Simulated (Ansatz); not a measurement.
## Heat carried by phonons in MgO (Periclase, Fm-3m)

Aim: the lattice thermal conductivity of MgO (Periclase) against temperature, and which phonons carry it.

Experimental results on record:
- thermal conductivity 60 W/m/K near room temperature (given in “Combining the AFLOW GIBBS and Elastic Libraries to efficiently and robustly screen thermo-mechanical properties of solids”, 2017, arXiv:1611.05714)
- thermal conductivity 60 W/m/K near room temperature (given in “Predicting the lattice thermal conductivity of solids by solving the Boltzmann transport equation: AFLOW - AAPL an automated, accurate and efficient framework”, 2017, arXiv:1611.05481)

Method: DFT PBEsol, scalar-relativistic, plane waves, PAW; PAW set soft_1, in Ansatz 0.2.0.

Report form: the programs' logs are mostly left out.

The database entry behind the starting cell differs from later determinations by our own check (about 0.1 % long), so it need not match the best structure at ambient conditions.

### 1. Starting point

The structure is cubic, space group Fm-3m (No. 225). The conventional cell has a = 4.217 Å, b = 4.217 Å, c = 4.217 Å, α = 90.00°, β = 90.00°, γ = 90.00°. Nearest to Mg lie 6 O at 2.11 Å. O has 6 Mg at 2.11 Å nearest. Farther neighbours and most contacts between anions are not listed.

### 2. Probe on a coarse mesh

A cheap single point shows whether the cell is a metal or an insulator and how far it is from rest; that sets the k-mesh and the occupations of what follows.

Input file input.yaml:

```yaml
crystal:
  lattice:
    - [0.0, 2.1085, 2.1085]
    - [2.1085, 0.0, 2.1085]
    - [2.1085, 2.1085, 0.0]
  atoms:
    - { symbol: Mg, position: [0.0, 0.0, 0.0] }
    - { symbol: O, position: [0.5, 0.5, 0.5] }
kpoints:
  mp_grid: { grid: [8, 8, 8] }
hamiltonian:
  xc: pbesol
  pseudopotentials: { kind: paw, azcp: { folder: soft_1 }, xc_functional: pbe }
scf:
  occupations: { method: gaussian, width: 0.1 }
  lower_state_search: "off"
output:
  forces: true
  stress: true
  eigenvalues: true
```

The run is started by

```bash
$ ansatz run input.yaml --threads 18 --pin off --max-ram 92160MiB --backend cuda --events-out ev --progress --plain --runs-dir out --max-vram 78GiB
```

The job ended after 1.6 s (1 × NVIDIA GB200 with 18 threads of Arm Neoverse V2, shared host; peak memory 1 GiB; 2.2 s of CPU time).

This step gave:

* pressure: -0.2385 GPa
* gap on the k-mesh: 4.606 eV
* volume per atom: 9.374 Å³/atom

The start is under -0.24 GPa at this level and looks like an insulator or semiconductor on this mesh.

### 3. Relaxation

The vibrations must be taken about the equilibrium of this functional, not about the starting cell, so the structure is relaxed.

input.yaml, the sections that differ from step 2:

```yaml
kpoints:
  mp_grid: { grid: [10, 10, 10] }
scf:
  occupations: { method: gaussian, width: 0.02 }
  lower_state_search: "off"
relax:
  adjacent_minimum: "off"
  f_tol: 0.005
  max_steps: 80
  cell: { stress_tol: 0.05 }
# crystal, hamiltonian, output: as in step 2
```

The job ended after 5.1 s (1 × NVIDIA GB200 with 18 threads; peak memory 1 GiB).

Little changed from the start: no atom moved by 0.005 Å and no cell edge by 0.1 %.

This step gave:

```
pressure          : -0.008045 GPa
gap on the k-mesh : 4.620 eV
volume per atom   : 9.360 Å³/atom
```

### 4. Relaxing to small residual forces and stress

The thresholds are tightened for a last relaxation ahead of the phonons, and where mesh or smearing change with them the cell follows.

input.yaml, the sections that differ from step 3:

```yaml
crystal:
  lattice:
    - [0.0, 2.1074831293, 2.1074831293]
    - [2.1074831293, 0.0, 2.1074831293]
    - [2.1074831293, 2.1074831293, 0.0]
  atoms:
    - { symbol: Mg, position: [0.0, 0.0, 0.0] }
    - { symbol: O, position: [0.5, 0.5, 0.5] }
kpoints:
  mp_grid: { grid: [12, 12, 12] }
scf:
  occupations: { method: fixed }
  lower_state_search: "off"
relax:
  adjacent_minimum: "off"
  f_tol: 0.001
  max_steps: 60
  cell: { stress_tol: 0.01 }
# hamiltonian, output: as in step 3
```

The job ended after 4.6 s (1 × NVIDIA GB200 with 18 threads; peak memory 1 GiB; 11 s of CPU time).

Little changed from the start: no atom moved by 0.005 Å and no cell edge by 0.1 %.

This step gave:

- pressure: -0.005344 GPa

The residual pressure is -0.0053 GPa, small enough for phonons.

### 5. A faulty attempt

This input was changed on purpose, to see how the program answers.

input.yaml, the sections that differ from step 4:

```yaml
kpoints:
  mp_grid: { grid: [10, 10, 10] }
scf:
  occupations: { method: fixed }
  lower_state_search: "off"
  max_iter: 80
output:
  eigenvalues: true
phonons:
  supercell: [3, 3, 3]
  dielectric: false
  third_order: { supercell: [3, 3, 3], pair_cutoff: 2.257 }
  lattice_thermal_conductivity:
    qmesh: [13, 13, 13]
    temperatures: [300]
    isotope_mass_variance:
      - { species: Mg, variance: 0.0007399 }
      - { species: O, variance: 3.359e-05 }
# crystal, hamiltonian: as in step 4
# relax: removed
```

Run time: 0.03 s. Hardware: 18 threads; peak memory 0.035 GiB.

The input was rejected at the start.

The program's message: “Error: 6 input errors — fix all and re-run
  1. invalid value for `phonons.supercell`: axis 0: the count 3 must divide kpoints.mp_grid.grid dimension 10 — the displaced supercells solve the k-mesh fol …”

The fault put into the input: a k mesh that the supercell doesn't divide.

### 6. Anharmonic force constants and conductivity, k-mesh 9×9×9, q-mesh of the transport sums 15×15×15

The supercell must be wider than twice the pair cutoff, and the number of displaced cells grows with the pairs inside it, which is where the cost lies.

input.yaml, the sections that differ from step 5:

```yaml
kpoints:
  mp_grid: { grid: [9, 9, 9] }
scf:
  occupations: { method: fixed }
  lower_state_search: "off"
phonons:
  method: fd
  dielectric: true
  supercell: [3, 3, 3]
  temperatures: { t_max: 1000, t_step: 50 }
  qpath:
    path:
      - [[0.0, 0.0, 0.0], [0.5, 0.0, 0.5], [0.5, 0.25, 0.75], [0.375, 0.375, 0.75], [0.0, 0.0, 0.0], [0.5, 0.5, 0.5], [0.625, 0.25, 0.625], [0.5, 0.25, 0.75], [0.5, 0.5, 0.5], [0.375, 0.375, 0.75]]
      - [[0.625, 0.25, 0.625], [0.5, 0.0, 0.5]]
    npoints: 10
  third_order: { supercell: [3, 3, 3], pair_cutoff: 3.13 }
  lattice_thermal_conductivity:
    qmesh: [15, 15, 15]
    temperatures: [100.0, 150.0, 200.0, 300.0, 400.0, 500.0, 600.0, 800.0]
    isotope_mass_variance:
      - { species: Mg, variance: 0.0007399 }
      - { species: O, variance: 3.359e-05 }
# crystal, hamiltonian, output: as in step 5
```

Elapsed: 70 s, on 1 × NVIDIA GB200 with 18 threads; peak memory 2 GiB; 11 min of CPU time.

Numbers from this step:

```yaml
gamma_frequencies: 0, 0, 0, 387.1, 387.1, 387.1 cm⁻¹ (negative: imaginary)
lowest_frequency_on_the_path: 0 cm⁻¹
zero_point_energy: 0.1442 eV/cell
point_group: m-3m
highest_frequency: 692.3 cm⁻¹
debye_temperature_from_the_second_moment: 750 K
kappa_at_300_k_relaxation_time: 53.28 W/m/K
kappa_at_300_k_full_solution: 59.54 W/m/K
dipole_term: run
mean_free_path_at_half_of_kappa: 33.2 nm
share_of_kappa_above_the_three_lowest_branches: 0.156
third_order_blocks: 350
periodic_aliases_dropped: 24
largest_relative_sum_rule_correction: 0.1406
displaced_cells_third_order: 50
```

LO-TO term included. The phonon branches at the labelled points (cm⁻¹):

```
    point  branch 1  branch 2  branch 3  branch 4  branch 5  branch 6
        Γ         0         0         0       387       387       692
  halfway       209       209       325       412       412       602
        X       282       282       397       440       440       549
  halfway       309       312       391       435       454       532
        W       339       364       364       427       490       490
  halfway       307       370       379       418       479       508
        K       287       376       385       409       479       514
  halfway       207       247       350       357       421       623
        Γ         0         0         0       387       387       692
  halfway       176       176       319       376       376       659
        L       275       275       357       357       536       561
  halfway       281       316       375       418       484       541
        U       287       376       385       409       479       514
  halfway       307       370       379       418       479       508
        W       339       364       364       427       490       490
  halfway       289       321       383       431       469       535
        L       275       275       357       357       536       561
  halfway       281       316       375       418       484       541
        K       287       376       385       409       479       514
jump to U       287       376       385       409       479       514
  halfway       284       311       394       432       452       540
        X       282       282       397       440       440       549
```

W/m/K. Kappa, by row:

```
T (K)  RTA xx  RTA yy  RTA zz  full xx  full yy  full zz  coherence part xx  coherence part yy  coherence part zz     ending  iterations  least Ritz value
  100   197.5   197.5   197.5    215.6    215.6    215.6            0.08062            0.08062            0.08062  converged           7             0.634
  150     105     105     105    115.7    115.7    115.7              0.199              0.199              0.199  converged           8             0.611
  200   76.93   76.93   76.93    85.46    85.46    85.46             0.2806             0.2806             0.2806  converged           8              0.59
  300   53.28   53.28   53.28    59.54    59.54    59.54             0.3703             0.3703             0.3703  converged           8             0.565
  400   41.47   41.47   41.47    46.46    46.46    46.46             0.4137             0.4137             0.4137  converged           9             0.551
  500   34.08   34.08   34.08    38.24    38.24    38.24             0.4395             0.4395             0.4395  converged           9             0.543
  600   28.98   28.98   28.98    32.56    32.56    32.56             0.4577             0.4577             0.4577  converged           9             0.537
  800   22.36   22.36   22.36    25.16    25.16    25.16             0.4852             0.4852             0.4852  converged           9              0.53
```

The lattice thermal conductivity by temperature:

```
temperature (K)  RTA xx (W/m/K)  full xx (W/m/K)
            100             198              216
            150             105              116
            200            76.9             85.5
            300            53.3             59.5
            400            41.5             46.5
            500            34.1             38.2
            600            29.0             32.6
            800            22.4             25.2
```

The modes has structure finer than the step of the table below, so its rows give means over 25 cm⁻¹, whole bins alone (the curve runs from -10 to 722 cm⁻¹). Peaks (cm⁻¹: height): Mg 284.5: 0.0244, 395.0: 0.0165, 422.6: 0.0119; O 390.4: 0.0196, 422.6: 0.0190, 542.3: 0.0109.

Phonopy on the run's constants, 21x21x21 mesh, Gaussian sigma 5.2 cm⁻¹. The modes by wavenumber; means over each step; values in 1/cm⁻¹/cell:

```
wavenumber (cm⁻¹)       Mg        O
               25   3.4e-5   2.3e-5
               50   1.2e-4   7.7e-5
               75   3.0e-4   1.9e-4
              100   5.6e-4   3.4e-4
              125   9.2e-4   5.4e-4
              150  0.00132   7.2e-4
              175  0.00192   9.5e-4
              200  0.00293  0.00127
              225  0.00457  0.00160
              250  0.00809  0.00198
              275   0.0192  0.00224
              300   0.0158  0.00159
              325  0.00943  0.00108
              350  0.00748  0.00565
              375  0.00793   0.0173
              400   0.0128   0.0179
              425  0.00982   0.0170
              450  0.00484   0.0105
              475  0.00246  0.00584
              500  0.00135  0.00356
              525   8.0e-4  0.00861
              550  0.00111  0.00884
              575  0.00158  0.00447
              600  0.00154  0.00292
              625  0.00135  0.00218
              650  0.00105  0.00158
              675   6.0e-4   9.0e-4
              700   6.4e-5   9.4e-5
```

Distinct triplets, nearest first. Third order norms, by row:

```
   sites  side 1 (Å)  side 2 (Å)  side 3 (Å)  norm of the 27 components (eV/Å³)
Mg-Mg-Mg           0           0           0                                  0
   O-O-O           0           0           0                                  0
  Mg-O-O           0        2.11        2.11                              21.02
 Mg-O-Mg           0        2.11        2.11                                 21
  Mg-O-O        2.11        2.11        2.98                              0.334
 Mg-O-Mg        2.11        2.11        2.98                              0.626
Mg-Mg-Mg           0        2.98        2.98                              3.866
Mg-Mg-Mg        2.98        2.98        2.98                              0.101
   O-O-O           0        2.98        2.98                              2.829
   O-O-O        2.98        2.98        2.98                              0.259
```

Born charge (rows field, columns displacement) (e), principal values of the symmetric part by kind of site:

```
atom  atoms with these values    low  middle   high   mean
 Mg1                        1   1.98    1.98   1.98   1.98
  O2                        1  -1.98   -1.98  -1.98  -1.98
```

In full for Mg1:

```
1.98 0.00 0.00
0.00 1.98 0.00
0.00 0.00 1.98
```

RTA, 300 K. Kappa by branch, by row:

```
branch (by rank)  mean frequency (THz)  mean rms speed (km/s)  median lifetime (ps)  share of kappa
               1                  7.69                   2.59                  2.84           0.162
               2                  8.54                   3.63                  3.81           0.414
               3                 10.93                   2.71                   3.3           0.268
               4                 12.24                   2.32                  2.97           0.068
               5                 13.28                   2.63                   2.5           0.073
               6                 17.04                   2.74                 0.673           0.015
```

The spectral kappa at 300 K by frequency; read off at these points; values in W/m/K/THz:

```
frequency (THz)  relaxation time (W/m/K/THz)  full solution (W/m/K/THz)
           0.25                            0                          0
           0.75                            0                          0
           1.25                         1.26                       1.22
           1.75                         5.10                       5.25
           2.25                        0.275                      0.198
           2.75                         10.9                       10.8
           3.25                            0                          0
           3.75                         2.51                       2.49
           4.25                         4.13                       4.37
           4.75                         2.93                       3.21
           5.25                         5.62                       6.27
           5.75                         3.23                       3.79
           6.25                         5.63                       6.42
           6.75                         8.19                       9.20
           7.25                         3.93                       4.70
           7.75                         7.04                       7.93
           8.25                         3.52                       4.31
           8.75                         5.41                       6.07
           9.25                         4.98                       5.55
           9.75                         3.25                       3.79
          10.25                         5.43                       6.38
          10.75                         3.09                       3.78
          11.25                         2.66                       3.43
          11.75                         3.52                       4.54
          12.25                         3.45                       4.64
          12.75                         2.98                       3.54
          13.75                         1.55                       1.64
          14.25                        0.825                      0.786
          14.75                        0.462                      0.439
          15.25                        0.503                      0.445
          15.75                        0.311                      0.176
          16.25                        0.242                      0.162
          16.75                        0.317                      0.199
          17.25                        0.169                     0.0822
          17.75                        0.172                     0.0453
          18.75                       0.0571                    -0.0440
          19.25                       0.0224                    -0.0466
          19.75                       0.0117                    -0.0467
          20.25                      0.00259                   -0.00821
          20.75                       1.9e-4                    -8.0e-4
```

Relaxation-time solution. Table of share of κ carried by shorter paths by mean free path:

```
mean free path (nm)  100 K  300 K  800 K
              0.464      0      0  0.001
              0.681      0      0  0.004
                  1      0  0.001  0.017
               1.47      0  0.002  0.032
               2.15      0  0.007  0.078
               3.16      0  0.016  0.174
               4.64      0  0.035  0.276
               6.81  0.001  0.086  0.385
                 10  0.002  0.183  0.491
               14.7  0.005  0.296  0.588
               21.5   0.01  0.385  0.706
               31.6  0.022  0.486  0.817
               46.4  0.044  0.578  0.884
               68.1  0.058  0.707  0.907
                100  0.098   0.77   0.93
                147  0.152  0.877  0.963
                215  0.204  0.877      1
                316  0.265  0.877      1
                464  0.372  0.952      1
                681  0.472      1      1
               1000  0.552      1      1
               1470  0.659      1      1
               2150  0.688      1      1
               3160  0.688      1      1
               4640  0.804      1      1
               6810      1      1      1
```

[end of part 1 of 3]

[Logs are printed without paths, hosts, clocks, repeated set-up lines and the standing remarks that a program may print on its own settings, such as how far it seeks lower states.]

[Hosts, paths, dates, database ids (printed as entryN), source tags and the programs' standing remarks are cut or masked in the printed files.]

[A step with changed settings may run another functional than the one named; its input shows which.]
